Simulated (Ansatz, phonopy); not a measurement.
# How NaF (Villiaumite, Fm-3m) expands on warming, part 4 of 6

How much does NaF (Villiaumite) expand with temperature?

Measurements to reproduce:
- volume expansion coefficient 95.1 1e-6/K and heat capacity C_P per formula unit 46.9 J/mol/K near room temperature (given in “High-Throughput Prediction of Finite-Temperature Properties using the Quasi-Harmonic Approximation”, 2016, arXiv:1603.06924)
- volume expansion coefficient 102.6 1e-6/K near room temperature (given in “Descriptors for thermal expansion in solids”, 2017, arXiv:1701.03966)

Ansatz 0.2.0; DFT LDA, scalar-relativistic, plane waves, PAW (the session's first sound run).

So far, volume expansion coefficient at 300 K (× 1e-6/K): step 7 (quasi-harmonic fit by phonopy) 95.6.

**8. The quasi-harmonic study, q-mesh 4×4×4**

The study relaxes the crystal at several strains, solves the phonons on some of them and minimises the free energy at each temperature (static energy, vibrations, the electrons in a metal, and PV under a set pressure); the q-mesh sets how far the force constants reach.

This step: DFT LDA, scalar-relativistic, plane waves, PAW (Ansatz 0.2.0).

input.yaml reads:

```yaml
crystal:
  lattice:
    - [0.0, 2.2513434897, 2.2513434897]
    - [2.2513434897, 0.0, 2.2513434897]
    - [2.2513434897, 2.2513434897, 0.0]
  atoms:
    - { symbol: Na, position: [0.0, 0.0, 0.0] }
    - { symbol: F, position: [0.5, 0.5, 0.5] }
kpoints:
  mp_grid: { grid: [12, 12, 12] }
hamiltonian:
  xc: lda
scf:
  occupations: { method: fixed }
output:
  eigenvalues: true
phonons:
  method: dfpt
  qmesh: [4, 4, 4]
  temperatures: { t_max: 800.0, t_step: 50 }
  thermal_expansion: {}
```

Run with:

```bash
$ ansatz run input.yaml --threads 4 --pin off --max-ram 16384MiB --backend cpu --events-out ev --progress --plain --runs-dir out
```

Numbers of over 12 decimals in the logs are rounded to 6 here.

What it wrote:

```text
[...]
Crystal: 2 atoms, lattice volume = 22.822 Å³
Basis set: ecut = 487.2 eV, 537 PW (Γ), exchange–correlation on 48×48×48 points (8 copies of the dense FFT grid, shifted against one another)
Bands: 12, of which v1, the nominal top of the filled ones, is band 8 counted from 1 (7 counted from 0)
Symmetry: 48 space group operations
[...]
k-points: 72 of 1728
[...]
SCF iter   1: F=—  HF=-2263.123614 eV  |F-HF|=—  |Δ(HF+E_count)|=         —  Δρ=1.99e-2  dr2=6.26e-2  ethr=1.77e-3  ⟨swp⟩=4.7  Hψ=4208  notcnv=0  defer=138
[...]
SCF iter   7: F=-2263.099864 eV  HF=-2263.099864 eV  |F-HF|=1.91e-11  |Δ(HF+E_count)|=   1.22e-9  Δρ=4.13e-7  dr2=1.97e-11  ethr=1.00e-12  ⟨swp⟩=5.6  Hψ=4933  notcnv=0
SCF 1 converged in 7 iterations: F = -2263.099864 eV  dr2 = 1.97e-11
[...]
relax step   1: F+E_penalty+E_count = -2263.09986406 eV  Δ(F+E_penalty+E_count) = +0.000e0 eV  max|allowed force component| = 1.389e-29 eV/Å  Δτ_max = 0.0000 Å  (7 SCF iters, accepted)
SCF converged after 7 iterations
Free energy (F): -2263.099864 eV
[...]
Internal energy: -2263.099864 eV  (E = F + TS)
E sigma→0 (E₀):  -2263.099864 eV
Fermi energy:    1.252468 eV
[...]
--- Stress (GPa, compression-positive) ---
       -0.003019      -0.000000       0.000000
        0.000000      -0.003019       0.000000
       -0.000000      -0.000000      -0.003019
  P = ⅓ Tr σ = -0.0030 GPa (-0.030 kbar)
--- Band table (eV; the first three rows and the last of 72) ---
  k-point 0: bands = [... 4 lower, -17.2920, 1.2525, 1.2525, 1.2525, 7.7109, 20.4054, 20.4054, 20.4054]
  k-point 1: bands = [... 4 lower, -17.1567, 1.0884, 1.2310, 1.2310, 7.9821, 19.3892, 20.5318, 20.5318]
  k-point 2: bands = [... 4 lower, -16.9284, 0.6843, 1.1726, 1.1726, 8.6999, 17.8691, 20.8755, 20.8755]
  k-point 71: bands = [... 4 lower, -16.7506, 0.2433, 0.2433, 0.5784, 14.6301, 14.6301, 17.0702, 18.8063]
── thermal expansion: 3 new cells, 3 in all ──
thermal expansion: relaxation of cell 2
thermal expansion: relaxation of cell 3
── thermal expansion: 2 new cells, 5 in all ──
thermal expansion: relaxation of cell 4
thermal expansion: lower-state search of cell 4
thermal expansion: phonons of cell 4
thermal expansion: relaxation of cell 5
thermal expansion: phonons of cell 5
── thermal expansion: 8 new cells, 13 in all ──
thermal expansion: relaxation of cell 6
thermal expansion: relaxation of cell 7
thermal expansion: relaxation of cell 8
thermal expansion: relaxation of cell 9
thermal expansion: relaxation of cell 10
thermal expansion: relaxation of cell 11
thermal expansion: relaxation of cell 12
thermal expansion: relaxation of cell 13
thermal expansion: phonons of cell 6
thermal expansion: phonons of cell 7
thermal expansion: phonons of cell 8
thermal expansion: phonons of cell 9
thermal expansion: phonons of cell 10
--- Relaxed structure (1 steps of the walk, 1 accepted, 0 SCFs on fresh bases) ---
  F+E_penalty+E_count = -2263.09986406 eV   max|allowed force component| = 1.389e-29 eV/Å
  atoms:
    - { symbol: Na, position: [0.0, 0.0, 0.0] }
    - { symbol: F, position: [0.5, 0.5, 0.5] }
--- Thermal expansion: 13 cells in 3 rounds, 0 GPa ---
  no lower state was reached at cell 4
  without vibrations: a 3.18382, b 3.18382, c 3.18382 Å, V 22.8209 Å³, B 61.22 GPa
  at 0 K: a 3.20151, b 3.20151, c 3.20151 Å, V 23.2032 Å³, B 58.31 GPa
  zero-point expansion: a +0.555, b +0.555, c +0.555, V +1.675 %
[...]
0.00    3.20151    3.20151    3.20151    23.2032 |    0.00    0.00    0.00    0.00 |   54.00 |     0.000     0.000 |    58.31    58.31
   100.00    3.20284    3.20284    3.20284    23.2322 |   13.25   13.25   13.25   39.75 |   75.04 |    22.133    22.005 |    57.61    57.95
   200.00    3.20955    3.20955    3.20955    23.3786 |   26.45   26.45   26.45   79.36 |   88.26 |    40.493    39.515 |    55.15    56.51
   298.15    3.21887    3.21887    3.21887    23.5829 |   32.11   32.11   32.11   96.33 |       - |    46.953    44.898 |    52.29    54.68
   350.00    3.22442    3.22442    3.22442    23.7050 |   34.26   34.26   34.26  102.78 |   99.88 |    48.923    46.248 |    50.69    53.63
   450.00    3.23610    3.23610    3.23610    23.9635 |   38.03   38.03   38.03  114.10 |  106.30 |    51.724    47.713 |    47.44    51.43
   550.00    3.24907    3.24907    3.24907    24.2527 |   42.03   42.03   42.03  126.09 |  112.78 |    54.084    48.472 |    43.95    49.03
   650.00    3.26351    3.26351    3.26351    24.5776 |   46.88   46.88   46.88  140.63 |  119.88 |    56.546    48.911 |    40.12    46.39
   750.00    3.27985    3.27985    3.27985    24.9486 |   53.37   53.37   53.37  160.11 |  128.17 |    59.546    49.187 |    35.86    43.42
   800.00    3.28895    3.28895    3.28895    25.1569 |   57.65   57.65   57.65  172.95 |  133.00 |    61.437    49.288 |    33.52    41.78
[...]
vibrations' free energy: its fit leaves 0.0002 meV an atom at the most
  the electrons' free energy at temperature is not in it: every band gap is over 0.83 eV
  free energies summed between the sampled wave vectors
[...]
the FFT grids of the static calculations differ: 24 × 24 × 24, 25 × 25 × 25
  band gaps on the cells' k-points are 5.694 to 6.638 eV
```

The job ended after 11 min (4 threads of Arm Neoverse V2, shared host; peak memory 1.4 GiB; 43 min of CPU time).

This step gave:

| Quantity | Value |
| --- | --- |
| volume expansion coefficient at 298 K | 96.33 1e-6/K |
| C_P at 298 K | 23.48 J/mol-atom/K |
| entropy at 298 K | 25.11 J/mol-atom/K |
| isothermal bulk modulus at 298 K | 52.29 GPa |
| Grüneisen parameter at 298 K | 1.593 |
| principal linear expansion coefficients at 298 K | 32.11, 32.11, 32.11 1e-6/K |

Strained cells of the study; zero-point energy where phonons were solved; the pressures are stresses at a fixed cutoff and can carry an offset from the finite basis. Expansion cells, by row:

```
cell  |a| (Å)  |b| (Å)  |c| (Å)  V (Å³/atom)  E - E_lowest (meV/atom)  pressure, compression positive (GPa)  gap (eV)  zero-point energy (meV/atom)
   1    3.184    3.184    3.184        11.41                        0                                -0.026     6.458                             -
   2    3.209    3.209    3.209        11.69                    1.224                                -1.409     6.319                             -
   3    3.159    3.159    3.159        11.14                    1.267                                 1.521     6.602                             -
   4    3.184    3.184    3.184        11.41                        0                                -0.039     6.457                         44.59
   5      3.2      3.2      3.2        11.59                    0.498                                -0.921     6.369                         43.52
   6    3.209    3.209    3.209        11.69                    1.207                                -1.399      6.32                         42.92
   7    3.234    3.234    3.234        11.96                    4.677                                -2.614     6.187                         41.27
   8     3.26     3.26     3.26        12.25                    10.27                                -3.693     6.058                         39.66
   9    3.286    3.286    3.286        12.54                    17.84                                 -4.65     5.934                         38.07
  10    3.311    3.311    3.311        12.84                    27.27                                -5.494     5.813                         36.49
  11    3.152    3.152    3.152        11.08                    1.972                                 1.924     6.638                             -
  12    3.168    3.168    3.168        11.24                    0.478                                 0.909     6.547                             -
  13    3.338    3.338    3.338        13.15                    38.63                                -6.246     5.694                             -
```

Quasi-harmonic; a, b, c are the run's own cell vectors. Expansion, by row:

```
T (K)  a (Å)  b (Å)  c (Å)  alpha (deg)  beta (deg)  gamma (deg)  cell volume (Å³/cell)  alpha_a (1e-6/K)  alpha_b (1e-6/K)  alpha_c (1e-6/K)  alpha_V (1e-6/K)  C_P (J/mol-atom/K)  C_V (J/mol-atom/K)  S (J/mol-atom/K)  B_T (GPa)  B_S (GPa)  Grueneisen  extrapolation  fit error (1e-6/K)
    0  3.202  3.202  3.202           60          60           60                   23.2                 0                 0                 0                 0                   0                   0                 0      58.31      58.31           -              0                   0
   50  3.202  3.202  3.202           60          60           60                  23.21              2.53              2.53              2.53               7.6               2.637               2.635             0.848      58.25      58.28       1.174              0                0.02
  100  3.203  3.203  3.203           60          60           60                  23.23             13.25             13.25             13.25             39.75               11.07                  11              5.26      57.61      57.95       1.456              0                0.05
  150  3.206  3.206  3.206           60          60           60                  23.29             21.48             21.48             21.48             64.44               16.94                16.7             10.97      56.48      57.31       1.529              0                0.05
  200   3.21   3.21   3.21           60          60           60                  23.38             26.45             26.45             26.45             79.36               20.25               19.76             16.34      55.15      56.51       1.559              0                0.02
  250  3.214  3.214  3.214           60          60           60                  23.48             29.73             29.73             29.73              89.2               22.22               21.46             21.09      53.72      55.61       1.578              0                0.07
298.1  3.219  3.219  3.219           60          60           60                  23.58             32.11             32.11             32.11             96.33               23.48               22.45             25.11      52.29      54.68       1.593              0                0.13
  300  3.219  3.219  3.219           60          60           60                  23.59             32.19             32.19             32.19             96.57               23.52               22.48             25.26      52.24      54.65       1.594              0                0.13
  350  3.224  3.224  3.224           60          60           60                   23.7             34.26             34.26             34.26             102.8               24.46               23.12             28.96      50.69      53.63       1.608              0                0.16
  400   3.23   3.23   3.23           60          60           60                  23.83             36.16             36.16             36.16             108.5               25.21               23.55             32.28       49.1      52.55       1.623              0                0.14
  450  3.236  3.236  3.236           60          60           60                  23.96             38.03             38.03             38.03             114.1               25.86               23.86             35.28      47.44      51.43       1.637              0                0.07
  500  3.242  3.242  3.242           60          60           60                   24.1             39.96             39.96             39.96             119.9               26.46               24.07             38.04      45.73      50.26       1.653              0                0.14
  550  3.249  3.249  3.249           60          60           60                  24.25             42.03             42.03             42.03             126.1               27.04               24.24             40.59      43.95      49.03        1.67              0                0.26
  600  3.256  3.256  3.256           60          60           60                  24.41             44.31             44.31             44.31             132.9               27.64               24.36             42.97      42.08      47.74       1.688              0                 0.3
  650  3.264  3.264  3.264           60          60           60                  24.58             46.88             46.88             46.88             140.6               28.27               24.45              45.2      40.12      46.39       1.708              0                0.15
  700  3.271  3.271  3.271           60          60           60                  24.76             49.85             49.85             49.85             149.6               28.97               24.53             47.33      38.06      44.95       1.729              0                0.42
  750   3.28   3.28   3.28           60          60           60                  24.95             53.37             53.37             53.37             160.1               29.77               24.59             49.35      35.86      43.42       1.754              0                0.99
  800  3.289  3.289  3.289           60          60           60                  25.16             57.65             57.65             57.65             172.9               30.72               24.64              51.3      33.52      41.78       1.782              0                0.92
```

Expansion coefficient against temperature; values in 1e-6/K:

```
temperature (K)  volume  principal 1
              0       0            0
             50     7.6         2.53
            100    39.8         13.2
            150    64.4         21.5
            200    79.4         26.4
            250    89.2         29.7
            298    96.3         32.1
            300    96.6         32.2
            350     103         34.3
            400     108         36.2
            450     114         38.0
            500     120         40.0
            550     126         42.0
            600     133         44.3
            650     141         46.9
            700     150         49.9
            750     160         53.4
            800     173         57.6
```

Changing the q-mesh (2×2×2 → 4×4×4) takes the volume expansion at 298 K from 95.6 to 96.3 × 10⁻⁶/K and B_T from 52.4 to 52.3 GPa.

**9. Quasi-harmonic fit by phonopy**

This step: DFT LDA, scalar-relativistic, plane waves, PAW (phonopy 4.10.0).

Numbers from this step:

```yaml
volume_expansion_coefficient_at_300_k: 96.32 1e-6/K
isothermal_bulk_modulus_at_300_k: 52.23 GPa
c_p_at_300_k: 23.57 J/mol-atom/K
grueneisen_parameter_at_300_k: 1.59
```

Energy (each curve on its own zero) against volume; values in meV/atom:

```
volume (Å³/atom)  static  F at 0 K  F at 300 K  F at 800 K
          11.413       0      3.66        7.33        18.0
          11.585     0.5      3.09        5.82        13.6
          11.685    1.21      3.19        5.36        11.5
          11.963    4.68      5.02        5.58           7
          12.248    10.3      8.99        7.84        4.37
          12.540    17.8      15.0        12.0        3.41
          12.838    27.3      22.8        17.8        3.93
```

Phonopy-qha, vinet fit of F(V) at each temperature. Qha vinet, by row:

```
T (K)  fitted volume (Å³/atom)  alpha_V (1e-6/K)  B_T (GPa)  C_P (J/mol-atom/K)  Grueneisen
  100                    11.62             38.21      57.58               10.59       1.399
  150                    11.65             62.81      56.47               16.79        1.49
  200                    11.69             78.49      55.15               20.24       1.542
  250                    11.74             88.73      53.73               22.26        1.57
  300                    11.79             96.32      52.23               23.57        1.59
  350                    11.85             102.7      50.67               24.51       1.606
  400                    11.92             108.5      49.05               25.26       1.622
  450                    11.98             114.3      47.37                25.9       1.637
  500                    12.05             120.2      45.63                26.5       1.654
  550                    12.13             126.6      43.83               27.08       1.672
  600                    12.21             133.5      41.97               27.68       1.691
  650                    12.29             141.2      40.05               28.31       1.712
  700                    12.38               150      38.05               29.01       1.734
  750                    12.48               160      35.99               29.79       1.759
```

Volume expansion coefficient against temperature; values in 1e-6/K:

```
temperature (K)  phonopy-qha, Vinet  Ansatz's own study
            100                38.2                39.8
            150                62.8                64.4
            200                78.5                79.4
            250                88.7                89.2
            300                96.3                96.6
            350                 103                 103
            400                 109                 108
            450                 114                 114
            500                 120                 120
            550                 127                 126
            600                 134                 133
            650                 141                 141
            700                 150                 150
            750                 160                 160
```

The fit gives a volume expansion of 96.3 × 10⁻⁶/K at 300 K, against 96.3 at 298 K from the study itself, whose static fit uses more cells.

[end of part 4 of 6]

[Logs are printed without paths, hosts, clocks, repeated set-up lines and the standing remarks that a program may print on its own settings, such as how far it seeks lower states.]

[Hosts, paths, dates, database ids (printed as entryN), source tags and the programs' standing remarks are cut or masked in the printed files.]

[A step with changed settings may run another functional than the one named; its input shows which.]
